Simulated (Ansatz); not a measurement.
**SiC (P6_3mc):Bi_Si, thermodynamic levels from a 108-atom cell**

Wanted: the transition levels of a substitutional impurity in SiC (P6_3mc), from a cell of 108 host atoms with 1 Si taken out and 1 Bi put in.

Method: place-levels on r2SCAN runs: charge-transition levels and formation energies with image-charge correction and potential alignment at the atomic sites; PAW set soft_1, in Ansatz 0.2.0.

**What experiment says.**

“Charge spill-out and work function of few-layer graphene on SiC(0001)” (2018, arxiv:1806.04908) quotes from earlier work for SiC, 6H (bulk crystal, literature): band gap (indirect gap, experimental literature value) 3.03 eV [Literature value cited in passing in the theory part; temperature and measurement method …].

Most raw output is cut from this account.

**1. Set-up**

The cell holds 108 atoms: 53 Si, 54 C and 1 Bi. Its edges and angles: a = 9.236 Å, b = 9.236 Å, c = 15.108 Å, α = 90.0°, β = 90.0°, γ = 120.0°. It derives from SiC (space group P6_3mc). Nearest the centre at fractional (0.667, 0.667, 0.500): Bi101 at 0.00 Å, C71 at 1.89 Å, C107 at 1.89 Å, C59 at 1.89 Å, C104 at 1.89 Å, Si77 at 3.08 Å, Si53 at 3.08 Å, Si5 at 3.08 Å.

Screening for the image-charge correction: ε∞ = (7.09, 7.09, 7.35), ε0 = (10.43, 10.43, 10.95), computed on the host (DFPT, PBEsol, on the r2SCAN cell), and a cell off the functional's own equilibrium shifts the ionic part.

The cell's shortest repeat is 9.2 Å.

**2. The runs of each charge state**

Levels follow from differences of total energies between charge states, each relaxed by itself.

Random displacements of about 0.05 Å break the site symmetry at the start, so that the relaxation can reach a distorted minimum if there is one. Forces are taken at one point at (¼, ¼, ¼). The cell holds 1 electron more than the neutral one, with a uniform background that keeps it neutral on the whole.

The sampling was tested on the host first: at the k-points planned (1x1x1 shifted 0.25 0.25 0.25) its energy lies -0.041 eV an atom from the dense-mesh value, a large miss, so this sampling is coarse for the host.

One of the inputs; charge, spin and start change from state to state.

The input, qm1.relax/input.yaml:

```yaml
crystal:
  lattice:
    - [9.23599493, 0.0, 0.0]
    - [-4.61799746, 7.99860624, 0.0]
    - [0.0, 0.0, 15.1078644]
  atoms:
    - { symbol: Si, position: [0.11111111, 0.22222222, 0.8329854] }
    - { symbol: Si, position: [0.22222222, 0.11111111, 0.3329854] }
[... 2 atom lines left out ...]
    - { symbol: Si, position: [0.0, 0.0, 0.49972248] }
[... 17 atom lines left out ...]
    - { symbol: C, position: [0.22222222, 0.44444444, 0.54152848] }
[... 5 atom lines left out ...]
    - { symbol: Si, position: [0.0, 0.66666667, 0.49972248] }
[... 20 atom lines left out ...]
    - { symbol: Si, position: [0.55555556, 0.44444444, 0.3329854] }
    - { symbol: Si, position: [0.55555556, 0.44444444, 0.66650102] }
[... 1 atom line left out ...]
    - { symbol: Si, position: [0.33333333, 0.33333333, 0.49972248] }
[... 5 atom lines left out ...]
    - { symbol: C, position: [0.55555556, 0.44444444, 0.54152848] }
[... 2 atom lines left out ...]
    - { symbol: Si, position: [0.55555556, 0.77777778, 0.3329854] }
    - { symbol: Si, position: [0.55555556, 0.77777778, 0.66650102] }
[... 1 atom line left out ...]
    - { symbol: Si, position: [0.33333333, 0.66666667, 0.49972248] }
[... 5 atom lines left out ...]
    - { symbol: C, position: [0.55555556, 0.77777778, 0.54152848] }
[... 5 atom lines left out ...]
    - { symbol: Si, position: [0.66666667, 0.0, 0.49972248] }
[... 5 atom lines left out ...]
    - { symbol: C, position: [0.88888889, 0.11111111, 0.54152848] }
[... 5 atom lines left out ...]
    - { symbol: Si, position: [0.66666667, 0.33333333, 0.49972248] }
[... 5 atom lines left out ...]
    - { symbol: C, position: [0.88888889, 0.44444444, 0.54152848] }
[... 2 atom lines left out ...]
    - { symbol: Si, position: [0.88888889, 0.77777778, 0.3329854] }
    - { symbol: Si, position: [0.88888889, 0.77777778, 0.66650102] }
[... 1 atom line left out ...]
    - { symbol: Bi, position: [0.66666667, 0.66666667, 0.49972248] }
[... 2 atom lines left out ...]
    - { symbol: C, position: [0.66666667, 0.66666667, 0.37436694] }
[... 2 atom lines left out ...]
    - { symbol: C, position: [0.88888889, 0.77777778, 0.54152848] }
    - { symbol: C, position: [0.77777778, 0.88888889, 0.04152848] }
  host:
    repeats: [3, 3, 1]
    atoms:
      - { symbol: Si, position: [0.33333333, 0.66666667, 0.8329854] }
      - { symbol: Si, position: [0.66666667, 0.33333333, 0.3329854] }
      # ... 10 more atoms of the perfect host
total_charge: -1
basis:
  ecutwfc: 500
  xc_grid: 2
hamiltonian:
  xc: r2scan
  pseudopotentials: { kind: paw, azcp: { folder: soft_1 } }
kpoints:
  mp_grid: { grid: [1, 1, 1], shift: [0.25, 0.25, 0.25] }
scf:
  occupations: { method: fixed }
  max_iter: 80
output:
  forces: true
  charged_corrections:
    epsilon: [7.09, 7.09, 7.35]
    static_epsilon: [10.43, 10.43, 10.95]
    defect_position: [0.666667, 0.666667, 0.499722]
relax:
  f_tol: 0.02
  max_steps: 80
  random_displacement: { amplitude: 0.05, seed: 597 }
checkpoint:
  write: "../qm1.relax.run"
  compress: false
  write_wavefunctions: true
  write_every: 100000
```

Run with:

```console
$ ansatz run input.yaml --threads 4 --pin off --max-ram 15073MiB --backend cpu --events-out ev --progress --plain --runs-dir out
```

Defect states can disperse in a cell of this size, so the energy is taken again at a 2×2×2 shifted mesh, on the relaxed structure.

The run of this state that the levels use, under r2SCAN:

The input, qm1.point/input.yaml:

```yaml
crystal:
  checkpoint: "../qm1.relax.run"
  host: checkpoint
total_charge: -1
basis:
  ecutwfc: 500
  xc_grid: 2
hamiltonian:
  xc: r2scan
  pseudopotentials: { kind: paw, azcp: { folder: soft_1 } }
kpoints:
  mp_grid: { grid: [2, 2, 2], shift: [0.5, 0.5, 0.5] }
scf:
  occupations: { method: fermi_dirac, width: 0.01 }
  max_iter: 80
output:
  forces: true
  eigenvalues: true
  charged_corrections:
    epsilon: [7.09, 7.09, 7.35]
    static_epsilon: [10.43, 10.43, 10.95]
    defect_position: [0.666667, 0.666667, 0.499722]
  eigenstates: { localisation: true }
  populations: true
  band_densities: [{ bands: [v1, v1] }, { bands: [c1, c1] }]
  write_density: true
  write_potential: true
  volumetric_format: npy
  elf: true
checkpoint:
  read: "../qm1.relax.run"
  write: "../qm1.point.run"
  compress: false
  write_wavefunctions: false
  write_every: 100000
```

Relaxations under r2SCAN at one point at (¼, ¼, ¼); times on 4 threads of Arm Neoverse V1, shared host:

```
charge  moment (μB)  occupations    outcome  steps  largest displacement against the far atoms (Å)     time
    −1            0        fixed  converged      7                                            0.26  4.5 min
     0            1        fixed  converged      5                                            0.25  7.6 min
    +1            0        fixed  converged      5                                            0.25    3 min
    −1            2        fixed  converged      6                                            0.26  8.1 min
```

Single points under r2SCAN at a 2×2×2 shifted mesh; times on 4 threads of Arm Neoverse V1, shared host:

```
charge  moment (μB)  occupations    outcome     time
    −1            0  fermi-dirac  converged  4.1 min
     0            1  fermi-dirac  converged  8.9 min
    +1            0  fermi-dirac  converged  3.6 min
    −1            2  fermi-dirac  converged  8.4 min
```

Distances (Å) from Bi101 to the nearest atoms after relaxation with r2SCAN:

```
charge  moment (μB)      1.      2.      3.      4.       5.       6.
    −1            0  C 2.12  C 2.14  C 2.14  C 2.15  Si 3.13  Si 3.13
    −1            2  C 2.13  C 2.14  C 2.14  C 2.14  Si 3.12  Si 3.12
     0            1  C 2.12  C 2.14  C 2.14  C 2.14  Si 3.13  Si 3.13
    +1            0  C 2.12  C 2.13  C 2.13  C 2.14  Si 3.12  Si 3.12
```

**3. place-levels, r2SCAN**

A charged cell interacts with its images and the background, and its potential has another zero than the host's. place-levels removes the first by a point-charge model, screened by the static dielectric constant since the ions have relaxed around the charge, and the second by comparing potentials at atoms far from the defect.

The host is a run of the defect-free crystal in the same cutoffs, grids and k-points, so that basis and sampling errors cancel in part in the differences. The host is run in a cell of 12 atoms on a matching mesh. Its band edges are searched through the zone by a band path, so the gap is smaller than, or equal to, that on the mesh. Chemical potentials are energies per atom of Si (diamond) and Bi (A7 rhombohedral), run with the same functional and cutoff.

The input, levels.point.yaml:

```yaml
host:
  run: host.point.run
states: [qm1.point.run, q0_M1.point.run, qp1.point.run, qm1_M2.point.run]
geometry_from:
  qm1.point.run: qm1.relax.run
  q0_M1.point.run: q0_M1.relax.run
  qp1.point.run: qp1.relax.run
  qm1_M2.point.run: qm1_M2.relax.run
  host.point.run: host.relax.run
chemical_potentials:
  Si:
    energy: -639.06578
    dataset: <sha256 of the dataset>
  Bi:
    energy: -12413.333252
    dataset: "<sha256 of the dataset>"
epsilon: [7.09, 7.09, 7.35]
static_epsilon: [10.43, 10.43, 10.95]
vertical:
  - { from: qm1.point.run, to: qm1.point_neutral.run }
  - { from: qp1.point.run, to: qp1.point_neutral.run }
  - { from: qm1_M2.point.run, to: qm1_M2.point_neutral.run }
```

Run with:

```console
$ ansatz place-levels levels.point.yaml -- --threads 4 --pin off --max-ram 15073MiB
```

It took 0.64 s on 4 threads of Arm Neoverse V1, shared host.

Levels between the charges placed, in eV above the valence top:

```
        gap (eV)  (+1/0)  (0/−1)
r2SCAN      2.37    2.40    2.43
```

Corrections by state:

```
charge  moment (μB)  image terms and alignment (eV)  band filling (eV)                                  ε used  over the lowest of its charge, as the program ranks them, band filling apart (eV)
    +1          0.0                           0.413                  -  principal values (10.43, 10.43, 10.95)                                                                              0.000
     0          1.0                           0.000             -0.077                                       -                                                                              0.000
    −1          0.0                          -0.199             -0.388  principal values (10.43, 10.43, 10.95)                                                                              0.000
    −1          2.0                          -0.207                  -  principal values (10.43, 10.43, 10.95)                                                                              0.030
```

The charged structures listed were also run neutral, and place-levels reads from each pair, by the potential or the spins, how wide the charge is by which they differ; that can be the carrier of either run.

```
charge  rms radius (Å)  spread where it is widest against the cell (Å)  wide from (Å)  reading
    +1             6.8                                            3.43           1.39     wide
    −1             7.1                                            3.66           1.39     wide
```

The neutral runs of these pairs need not share the spin of the lowest neutral state, and very wide values only mean spread over the cell.

From the program's caveats on the states, each cut to its opening words:

- charge +1: how wide its charge is, is not read beside other atoms or cores, and a band state would take no correction
- charge 0 (1 μB): a band-filling correction moves a carrier to the host's band edge, which changes its energy by -0.077 eV
- charge 0 (1 μB): its alignment with the host at atomic sites is doubtful: the mean over the far sites moves by -0.0596 eV from their farther parts to their nearer, more than [...]
- charge 0 (1 μB): its sublattices stand up to 0.0200 Å off the host's, which by the two runs' forces adds about +0.02 eV to its energy against the host's, and moves the band [...]
- charge 0 (1 μB): its moments are held at its close (magnetization.spin_locking), by a field of 0.050 eV a Bohr magneton, and its energy and levels are of the state that this [...]
- charge 0 (1 μB), −1 (2 μB): flagged: stability check not made
- charge −1: it parts from the run at its places by a charge that spreads by about 3.7 Å along one vector (1.4 Å or more is wide), by its potential at epsilon [7.09, 7.09, [...]
- charge −1: a band-filling correction moves a carrier to the host's band edge, which changes its energy by -0.388 eV
- charge −1: its alignment with the host at atomic sites is doubtful: the mean over the far sites moves by -0.1265 eV from their farther parts to their nearer, more than [...]
- charge −1: the host's ions (past the first shell or, of a walk that freed a part, those that it held) aren't shown at rest: they stand up to 0.105 Å off their sites, 3.05 [...]
- charge −1: its sublattices stand up to 0.0315 Å off the host's, which by the two runs' forces adds about +0.07 eV to its energy against the host's, and moves the band [...]
- charge −1 (2 μB): it parts from the run at its places by a charge that spreads by about 3.9 Å along one vector (1.4 Å or more is wide), by its potential at epsilon [7.09, 7.09, [...]
- charge −1 (2 μB): its alignment with the host at atomic sites is doubtful: the mean over the far sites moves by -0.1421 eV from their farther parts to their nearer, more than [...]
- charge −1 (2 μB): its sublattices stand up to 0.0225 Å off the host's, which by the two runs' forces adds about +0.03 eV to its energy against the host's, and moves the band [...]

The host's formation energy from the elements is -0.356 eV per atom; it sets how far the chemical potentials can move.

Formation energies (eV), C-rich (Δμ(C) = 0.00 eV, Δμ(Si) = -0.71 eV, Δμ(Bi) = 0.00 eV):

```
charge  Fermi level at the valence top  at the conduction bottom
    +1                            3.89                      6.26
     0                            6.29                      6.29
    −1                            8.72                      6.35
```

Formation energies (eV), Si-rich (Δμ(Si) = 0.00 eV, Δμ(C) = -0.71 eV, Δμ(Bi) = 0.00 eV):

```
charge  Fermi level at the valence top  at the conduction bottom
    +1                            4.60                      6.97
     0                            7.00                      7.00
    −1                            9.43                      7.06
```

**4. Effect of the sampling**

The relaxations' own energies give the levels at their sampling, for comparison.

The input, levels.relax_mesh.yaml:

```yaml
host:
  run: host.relax.run
states: [qm1.relax.run, q0_M1.relax.run, qp1.relax.run, qm1_M2.relax.run]
chemical_potentials:
  Si:
    energy: -639.06578
    dataset: <sha256 of the dataset>
  Bi:
    energy: -12413.333252
    dataset: "<sha256 of the dataset>"
```

Run with:

```console
$ ansatz place-levels levels.relax_mesh.yaml -- --threads 4 --pin off --max-ram 15073MiB
```

Run time: 0.19 s. Hardware: 4 threads.

Levels between neighbouring charges, in eV above the valence top:

```
                        gap (eV)  (+1/0)  (0/−1)
one point at (¼, ¼, ¼)      2.38    2.42    2.43
  a 2×2×2 shifted mesh      2.37    2.40    2.43
```

Going from one point at (¼, ¼, ¼) to a 2×2×2 shifted mesh moves formation energies against the elements by up to 0.06 eV; band-filling terms, which differ between samplings, are in these energies.

**5. What came out**

```json
{
 "gap of the host": "2.37 eV (r2SCAN)",
 "level (plus 1/0)": "2.40 eV above the valence top, past the conduction bottom (2.47 eV above the valence top without the band-filling term)",
 "level (0/minus 1)": "2.43 eV above the valence top, past the conduction bottom (2.74 eV above the valence top without the band-filling term)",
 "lowest of the charges placed, just above the valence top (0.02 eV)": "+1",
 "lowest of the charges placed, just below the conduction bottom (0.02 eV)": "+1",
 "lowest formation energy at mid-gap of the charges run, C-rich": "5.07 eV",
 "lowest formation energy at mid-gap of the charges run, Si-rich": "5.79 eV"
}
```

**Reading.** Of the charges placed (−1, 0 and +1), +1 is the lowest from 0.02 eV above the valence top to 0.02 eV below the conduction bottom, a gap of 2.37 eV. Charges above +1 were not placed, so these runs say nothing of levels that involve them. States placed: +1 at 0 μB; 0 at 1 μB; −1 at 0 μB and 2 μB. Other spin states or structures, where not listed, weren't placed. The program finds carriers beyond a band edge of the host and adds a band-filling term at charge −1 (-0.39 eV) and 0 (-0.08 eV); steps to such a charge show no bound level, and a defect level inside a band would be read the same way. Bi is taken at its element; compounds, which aren't counted here, bound the chemical potentials and would shift these formation energies. Going from one point at (¼, ¼, ¼) to a 2×2×2 shifted mesh moves formation energies against the elements by up to 0.06 eV; band-filling terms, which differ between samplings, are in these energies. The program doubts the alignment of potentials for at least one state, a sign that the cell is small. Limits: r2SCAN makes the gap too small and tends to spread out bound carriers; spin–orbit coupling, which can matter with heavy atoms, is left out; force components of up to 0.32 eV/Å remain in a run at the final settings.

Calculation against experiment:

| quantity | measured | r2SCAN |
| --- | --- | --- |
| band gap (least gap of the host) (eV) | 3.03 | 2.37 (-0.66 eV) |

Measured values from arxiv:1806.04908 (2018).

How well it matches: The band gap is off by -0.66 eV: a clear miss. Local and semilocal functionals usually give gaps below the measured ones. Zero-point and thermal motion shift the measured gap.

[Logs are printed without paths, hosts, clocks, repeated set-up lines and the standing remarks that a program may print on its own settings, such as how far it seeks lower states.]

[Hosts, paths, dates, database ids (printed as entryN), source tags and the programs' standing remarks are cut or masked in the printed files.]

[Where a table of states has a column of steps, it counts the stored structures, which are thinned; the runs took as many ionic steps or more.]

[A defect's name tells the site on which it was built; relaxed atoms can leave that site.]

[For some hosts the program warned that the k-mesh of the response run may be too coarse for force constants and the static dielectric constant; such warnings are not shown here.]
